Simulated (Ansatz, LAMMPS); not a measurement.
# Site preference of a vacancy of In in In2O3 with crystalline order left by the classical run (100 atoms)

Aim: make a vacancy of In at several sites of In2O3 with crystalline order left by the classical run (100 atoms), relax each, and compare their energies.

Calculated with Ansatz 0.2.0; Kohn-Sham DFT, revPBE, PAW (set soft_1), plane waves.

## 1. The starting structure

The cell holds 100 atoms: 40 In and 60 O. Cell: a = 11.162 Å, b = 11.162 Å, c = 11.162 Å, α = 90.0°, β = 90.0°, γ = 90.0°. 100 atoms (40 Sc, 60 O) placed at random at 3.63 g/cm³, melted at 5000 K for 10 ps at fixed volume with the Morse and Coulomb pair potential with partial charges (Pedone, Malavasi, Menziani, Cormack and Segre, J. Phys. Chem. B 110, 11780 (2006)). Quenched from 5000 K to 300 K at 20 K/ps and fixed volume, held 10 ps at zero pressure, then minimised at fixed cell. Then Sc was replaced by In and the cell scaled by 1.038 (the potential has no terms for the new elements, so the cell is a start for a DFT relaxation).

Limits known from the start: The quench rate of 20 K/ps far exceeds what a furnace or splat quench reaches, so expect more defects and frozen-in strain than in a real sample. The starting topology of bonds comes from the classical model, and needn't be the one that DFT or experiment would give. Only the Γ point is sampled, in a cell whose shortest periodic width is 11 Å.

## 2. Single point at the start

A single point comes first, to see the forces before anything moves.

File input.yaml:

```yaml
crystal:
  lattice:
    - [11.16156, 0.0, 0.0]
    - [0.0, 11.16156, 0.0]
    - [0.0, 0.0, 11.16156]
  atoms:
    - { symbol: In, position: [0.90162, 0.39317, 0.98228] }
    - { symbol: In, position: [0.0221, 0.39768, 0.7192] }
    - { symbol: In, position: [0.79207, 0.89106, 0.55804] }
    - { symbol: In, position: [0.58041, 0.36404, 0.15685] }
    - { symbol: In, position: [0.85949, 0.6471, 0.79115] }
    - { symbol: In, position: [0.29501, 0.12009, 0.23098] }
    - { symbol: In, position: [0.79547, 0.14646, 0.73194] }
    - { symbol: In, position: [0.36056, 0.6185, 0.29095] }
    - { symbol: In, position: [0.40509, 0.65242, 0.95418] }
    - { symbol: In, position: [0.12886, 0.65536, 0.87959] }
    - { symbol: In, position: [0.58231, 0.6506, 0.71191] }
    - { symbol: In, position: [0.01042, 0.10768, 0.14977] }
    - { symbol: In, position: [0.17938, 0.63801, 0.52594] }
    - { symbol: In, position: [0.46881, 0.13339, 0.98702] }
    - { symbol: In, position: [0.17743, 0.13408, 0.90185] }
    - { symbol: In, position: [0.79543, 0.84853, 0.27331] }
    - { symbol: In, position: [0.9061, 0.61332, 0.45554] }
    - { symbol: In, position: [0.23416, 0.87112, 0.07294] }
    - { symbol: In, position: [0.62501, 0.90522, 0.79731] }
    - { symbol: In, position: [0.73244, 0.39495, 0.57456] }
    - { symbol: In, position: [0.40355, 0.87431, 0.48095] }
    - { symbol: In, position: [0.91144, 0.89546, 0.95311] }
    - { symbol: In, position: [0.08249, 0.61669, 0.21091] }
    - { symbol: In, position: [0.62986, 0.61109, 0.38088] }
    - { symbol: In, position: [0.41256, 0.37062, 0.45253] }
    - { symbol: In, position: [0.23446, 0.15851, 0.56218] }
    - { symbol: In, position: [0.67901, 0.13184, 0.40601] }
    - { symbol: In, position: [0.57007, 0.3953, 0.86799] }
    - { symbol: In, position: [0.73376, 0.10748, 0.06296] }
    - { symbol: In, position: [0.6784, 0.62893, 0.02672] }
    - { symbol: In, position: [0.29532, 0.41859, 0.77214] }
    - { symbol: In, position: [0.07117, 0.87146, 0.36589] }
    - { symbol: In, position: [0.34786, 0.91033, 0.73911] }
    - { symbol: In, position: [0.96928, 0.13341, 0.48826] }
    - { symbol: In, position: [0.29057, 0.37486, 0.05702] }
    - { symbol: In, position: [0.08083, 0.90187, 0.65498] }
    - { symbol: In, position: [0.12533, 0.36174, 0.29891] }
    - { symbol: In, position: [0.51035, 0.16096, 0.65098] }
    - { symbol: In, position: [0.52223, 0.86854, 0.21842] }
    - { symbol: In, position: [0.84748, 0.3562, 0.24041] }
    - { symbol: O, position: [0.70048, 0.53826, 0.83833] }
    - { symbol: O, position: [0.51479, 0.50679, 0.03224] }
    - { symbol: O, position: [0.66256, 0.72737, 0.19348] }
    - { symbol: O, position: [0.30385, 0.04407, 0.02356] }
    - { symbol: O, position: [0.76496, 0.01625, 0.8818] }
    - { symbol: O, position: [0.95098, 0.73525, 0.28348] }
    - { symbol: O, position: [0.56217, 0.7489, 0.90056] }
    - { symbol: O, position: [0.75112, 0.45899, 0.09987] }
    - { symbol: O, position: [0.55047, 0.24611, 0.47881] }
    - { symbol: O, position: [0.48286, 0.03986, 0.81519] }
    - { symbol: O, position: [0.19864, 0.03289, 0.74335] }
    - { symbol: O, position: [0.16226, 0.5406, 0.69387] }
    - { symbol: O, position: [0.66759, 0.02914, 0.62884] }
    - { symbol: O, position: [0.01587, 0.7596, 0.53126] }
    - { symbol: O, position: [0.78551, 0.47644, 0.38196] }
    - { symbol: O, position: [0.14995, 0.3083, 0.84092] }
    - { symbol: O, position: [0.04668, 0.02404, 0.97556] }
    - { symbol: O, position: [0.62329, 0.25104, 0.99112] }
    - { symbol: O, position: [0.60906, 0.53804, 0.56053] }
    - { symbol: O, position: [0.16675, 0.23765, 0.12905] }
    - { symbol: O, position: [0.26652, 0.2497, 0.38156] }
    - { symbol: O, position: [0.51162, 0.47615, 0.30169] }
    - { symbol: O, position: [0.89098, 0.97097, 0.40359] }
    - { symbol: O, position: [0.49753, 0.8172, 0.66028] }
    - { symbol: O, position: [0.92049, 0.01446, 0.65081] }
    - { symbol: O, position: [0.76014, 0.73928, 0.44416] }
    - { symbol: O, position: [0.98311, 0.22794, 0.31678] }
    - { symbol: O, position: [0.8235, 0.73203, 0.9645] }
    - { symbol: O, position: [0.38288, 0.74942, 0.12699] }
    - { symbol: O, position: [0.01111, 0.79079, 0.80097] }
    - { symbol: O, position: [0.25222, 0.80888, 0.59748] }
    - { symbol: O, position: [0.69767, 0.2339, 0.24734] }
    - { symbol: O, position: [0.88391, 0.22937, 0.07748] }
    - { symbol: O, position: [0.39203, 0.29691, 0.903] }
    - { symbol: O, position: [0.35562, 0.29428, 0.63336] }
    - { symbol: O, position: [0.57207, 0.00371, 0.08504] }
    - { symbol: O, position: [0.07325, 0.26299, 0.58573] }
    - { symbol: O, position: [0.6376, 0.28665, 0.7213] }
    [... 16 atom lines left out ...]
    - { symbol: O, position: [0.41969, 0.2513, 0.15041] }
    - { symbol: O, position: [0.28487, 0.79036, 0.88012] }
    - { symbol: O, position: [0.80554, 0.22248, 0.52816] }
    - { symbol: O, position: [0.32388, 0.534, 0.46516] }
    - { symbol: O, position: [0.99694, 0.45038, 0.16104] }
    - { symbol: O, position: [0.6488, 0.95872, 0.34166] }
kpoints:
  mp_grid: { grid: [1, 1, 1] }
hamiltonian:
  xc: revpbe
  pseudopotentials: { kind: paw, azcp: { folder: soft_1 } }
scf:
  occupations: { method: fermi_dirac, width: 0.05 }
output:
  forces: true
```

Command:

```
ansatz run input.yaml --threads 4 --pin off --max-ram 8192MiB --backend cpu --events-out ev --progress --plain --runs-dir out
```

Numbers of over 12 decimals in the logs are rounded to 6 here.

The program printed:

```text
[...]
Pseudopotentials: kind: paw
Pseudopotential: In, paw, valence charge 13, recommended cutoff 420 eV (normal), soft_1/In.paw.azcp
Pseudopotential: O, paw, valence charge 6, recommended cutoff 420 eV (normal), soft_1/O.paw.azcp
[... 5 lines on functional and potentials left out ...]
Crystal: 100 atoms, lattice volume = 1390.512 Å³
Basis set: ecut = 420 eV, 27201 PW (Γ), exchange–correlation on 150×150×150 points (8 copies of the dense FFT grid, shifted against one another)
Bands: 540, of which v1, the nominal top of the filled ones, is band 440 counted from 1 (439 counted from 0)
Symmetry: 1 space group operations
Space group: P1 (ITA 1), of the structure as read, at distance tolerance 1.1e-4 Å
k-points: 1
[... 7 lines on functional and potentials left out ...]
Initial density: superposition of atomic densities (chi_scale 0.1, normalization cell, long waves kept (reshape's long-wave potential 0.08 eV rms))
Initial wavefunctions: pseudopotential atomic-orbital guess
[...]
SCF iter   1: F=—  HF=-258282.143349 eV  |F-HF|=—  |Δ(HF+E_count)|=         —  Δρ=6.48e-2  dr2=4.29e1  ethr=3.10e-3  ⟨swp⟩=6.0  Hψ=1993  notcnv=0  defer=3
preconditioner: auto → Resta (q_TF=auto, 2.528 Å⁻¹)  ε∞=4.3  [insulator: Δε(μ)=0.597 eV  Ē_g=16.274 eV  σ=0.050 eV  W_gap=0.99  n_scr=388 (ndim 8)  ℏωp=29.5 eV  f_vac=0.013  D(μ)=0.27/eV (n_scr^D=0)  ε∞_Penn≈4.3]
SCF iter   2: F=—  HF=-258273.742652 eV  |F-HF|=—  |Δ(HF+E_count)|=    8.40e0  Δρ=3.28e-2  dr2=1.07e1  ethr=3.10e-3  ⟨swp⟩=3.0  Hψ=1067  notcnv=0  defer=93
SCF iter   3: F=—  HF=-258272.118675 eV  |F-HF|=—  |Δ(HF+E_count)|=    1.62e0  Δρ=1.23e-2  dr2=2.24e0  ethr=1.21e-3  ⟨swp⟩=3.0  Hψ=883  notcnv=0  defer=63
automatic band count: iteration 3 solves 510 bands in place of 540: the levels show a gap, and the empty bands left out lie too high to hold charge; the band table lists the bands solved (type scf.n_extra_bands for more)
SCF iter   4: F=—  HF=-258271.918884 eV  |F-HF|=—  |Δ(HF+E_count)|=   2.00e-1  Δρ=4.92e-3  dr2=3.27e-1  ethr=2.55e-4  ⟨swp⟩=2.0  Hψ=982  notcnv=0  defer=63
SCF iter   5: F=—  HF=-258272.004177 eV  |F-HF|=—  |Δ(HF+E_count)|=   8.53e-2  Δρ=2.09e-3  dr2=5.70e-2  ethr=3.72e-5  ⟨swp⟩=2.0  Hψ=873  notcnv=0  defer=63
[...]
SCF iter  13: F=—  HF=-258272.058394 eV  |F-HF|=—  |Δ(HF+E_count)|=   2.27e-7  Δρ=3.85e-6  dr2=2.10e-7  ethr=4.33e-10  ⟨swp⟩=2.0  Hψ=887  notcnv=0  defer=63
SCF iter  14: F=-258272.058394 eV  HF=-258272.058394 eV  |F-HF|=1.69e-8  |Δ(HF+E_count)|=   1.31e-7  Δρ=2.33e-6  dr2=7.77e-8  ethr=1.14e-11  ⟨swp⟩=4.0  Hψ=1558  notcnv=0
SCF 1 converged in 14 iterations: F = -258272.058394 eV  dr2 = 7.77e-8
[...]
SCF converged after 14 iterations
Free energy (F): -258272.058394 eV
Harris-Foulkes:  -258272.058394 eV  (|F-HF|=1.69e-8)
Internal energy: -258272.032958 eV  (E = F + TS)
E sigma→0 (E₀):  -258272.045676 eV
Entropy (-TS):   -0.025436 eV (-0.254 meV/atom)
Fermi energy:    8.377572 eV
--- Per-component energies (eV) ---
[...]
Σ components = -258272.058394   (vs F -258272.058394, Δ=0.00e0)
--- Forces (eV/Å), atoms counted from 1 ---
  atom   1  In    -0.21184366    -0.05723714    -0.29626735
  atom   2  In    -0.30831231    -0.55430153    -0.75031853
  atom   3  In     0.20400993     0.25983351    -0.04584564
  atom   4  In    -0.29920223    -0.08234746     0.05108254
[...]
atom 100  O      0.03462968    -0.01464789     0.40737796
  max |Σ_I F_I| component: 2.55e-5 eV/Å
```

Elapsed: 13 s, on 4 threads of Intel Xeon 6975P-C (Granite Rapids), shared host; peak memory 2.1 GiB.

The r.m.s. force at the start is 0.23 eV/Å.

## 3. Relaxation

With the cell held, the atoms are moved downhill towards a nearby minimum.

File input.yaml:

```yaml
crystal:
  lattice:
    - [11.16156, 0.0, 0.0]
    - [0.0, 11.16156, 0.0]
    - [0.0, 0.0, 11.16156]
  atoms:
    [... the 100 atom lines of step 2 ...]
kpoints:
  mp_grid: { grid: [1, 1, 1] }
hamiltonian:
  xc: revpbe
  pseudopotentials: { kind: paw, azcp: { folder: soft_1 } }
scf:
  occupations: { method: fermi_dirac, width: 0.05 }
output:
  forces: true
relax:
  f_tol: 0.05
  max_steps: 120
```

The program printed:

```text
[...]
Crystal: 100 atoms, lattice volume = 1390.512 Å³
Basis set: ecut = 420 eV, 27201 PW (Γ), exchange–correlation on 150×150×150 points (8 copies of the dense FFT grid, shifted against one another)
Bands: 540, of which v1, the nominal top of the filled ones, is band 440 counted from 1 (439 counted from 0)
Symmetry: 1 space group operations
[...]
k-points: 1
[...]
SCF iter   1: F=—  HF=-258282.143349 eV  |F-HF|=—  |Δ(HF+E_count)|=         —  Δρ=6.48e-2  dr2=4.29e1  ethr=3.10e-3  ⟨swp⟩=6.0  Hψ=1993  notcnv=0  defer=3
[...]
SCF iter  10: F=-258272.058381 eV  HF=-258272.058357 eV  |F-HF|=2.35e-5  |Δ(HF+E_count)|=   7.39e-5  Δρ=3.54e-5  dr2=1.91e-5  ethr=7.10e-9  ⟨swp⟩=2.0  Hψ=1821  notcnv=0
SCF 1 converged in 10 iterations: F = -258272.058381 eV  dr2 = 1.91e-5
[...]
relax step   1: F+E_penalty+E_count = -258272.05838087 eV  Δ(F+E_penalty+E_count) = +0.000e0 eV  max|allowed force component| = 9.867e-1 eV/Å  Δτ_max = 0.0000 Å  (10 SCF iters, dr2 threshold 6.25e-5 eV, accepted)
[...]
relax step   2: F+E_penalty+E_count = -258272.55326342 eV  Δ(F+E_penalty+E_count) = -4.949e-1 eV  max|allowed force component| = 4.437e-1 eV/Å  Δτ_max = 0.1304 Å  (8 SCF iters, dr2 threshold 6.08e-5 eV, accepted)
[...]
relax step   3: F+E_penalty+E_count = -258272.94254452 eV  Δ(F+E_penalty+E_count) = -3.893e-1 eV  max|allowed force component| = 1.191e-1 eV/Å  Δτ_max = 0.2000 Å  (9 SCF iters, dr2 threshold 1.23e-5 eV, accepted)
relax step   4: F+E_penalty+E_count = -258272.99546356 eV  Δ(F+E_penalty+E_count) = -5.292e-2 eV  max|allowed force component| = 1.398e-1 eV/Å  Δτ_max = 0.2000 Å  (11 SCF iters, accepted)
[...]
relax step   5: F+E_penalty+E_count = -258273.03334623 eV  Δ(F+E_penalty+E_count) = -3.788e-2 eV  max|allowed force component| = 3.387e-2 eV/Å  Δτ_max = 0.1393 Å  (10 SCF iters, accepted)
SCF converged after 10 iterations
Free energy (F): -258273.033346 eV
[...]
Internal energy: -258273.019847 eV  (E = F + TS)
E sigma→0 (E₀):  -258273.026597 eV
Entropy (-TS):   -0.013499 eV (-0.135 meV/atom)
Fermi energy:    8.376418 eV
[...]
--- Forces (eV/Å), atoms counted from 1 ---
  atom   1  In    -0.00657685    -0.00712187     0.01401856
  atom   2  In    -0.00849562    -0.01385471     0.02195604
  atom   3  In     0.01083369    -0.01519940     0.00917780
  atom   4  In     0.00399336    -0.00613817     0.00381511
  atom   5  In    -0.00043948     0.00675735     0.00805490
  atom   6  In     0.00415294    -0.01412129     0.01304390
  atom   7  In     0.00505507     0.01524106     0.01518955
  atom   8  In    -0.00243504    -0.00810204     0.00904431
  atom   9  In     0.00044733     0.00052300    -0.00199919
  atom  10  In     0.01561561     0.00575479    -0.01035122
  atom  11  In    -0.00256279    -0.00984698    -0.00013642
  atom  12  In    -0.00664967    -0.00976108     0.01582626
  atom  13  In     0.00470521     0.00392128    -0.00813253
  atom  14  In     0.00038466    -0.00599558    -0.00856908
[...]
atom  99  O      0.00743124    -0.00004730    -0.01703622
  atom 100  O     -0.03386963    -0.02549600    -0.01315820
  max |Σ_I F_I| component: 1.38e-4 eV/Å
--- Relaxed structure (5 steps of the walk, 5 accepted, 0 SCFs on fresh bases) ---
  F+E_penalty+E_count = -258273.03334623 eV   max|allowed force component| = 3.387e-2 eV/Å
  atoms:
    - { symbol: In, position: [0.908818, 0.387190, 0.979878] }
    - { symbol: In, position: [0.014719, 0.397621, 0.704381] }
    - { symbol: In, position: [0.771596, 0.900170, 0.548014] }
    - { symbol: In, position: [0.575477, 0.368581, 0.151257] }
[...]
- { symbol: O, position: [0.655486, 0.956623, 0.385350] }
```

Run time: 48 s. Hardware: 4 threads; peak memory 2.1 GiB.

The relaxation converged after 5 steps, 0.975 eV below its start, with a largest force component of 0.034 eV/Å.

[end of part 1 of 3]

[Logs are printed without paths, hosts, clocks, repeated set-up lines and the standing remarks that a program may print on its own settings, such as how far it seeks lower states.]

[Hosts, paths, dates, database ids (printed as entryN), source tags and the programs' standing remarks are cut or masked in the printed files.]
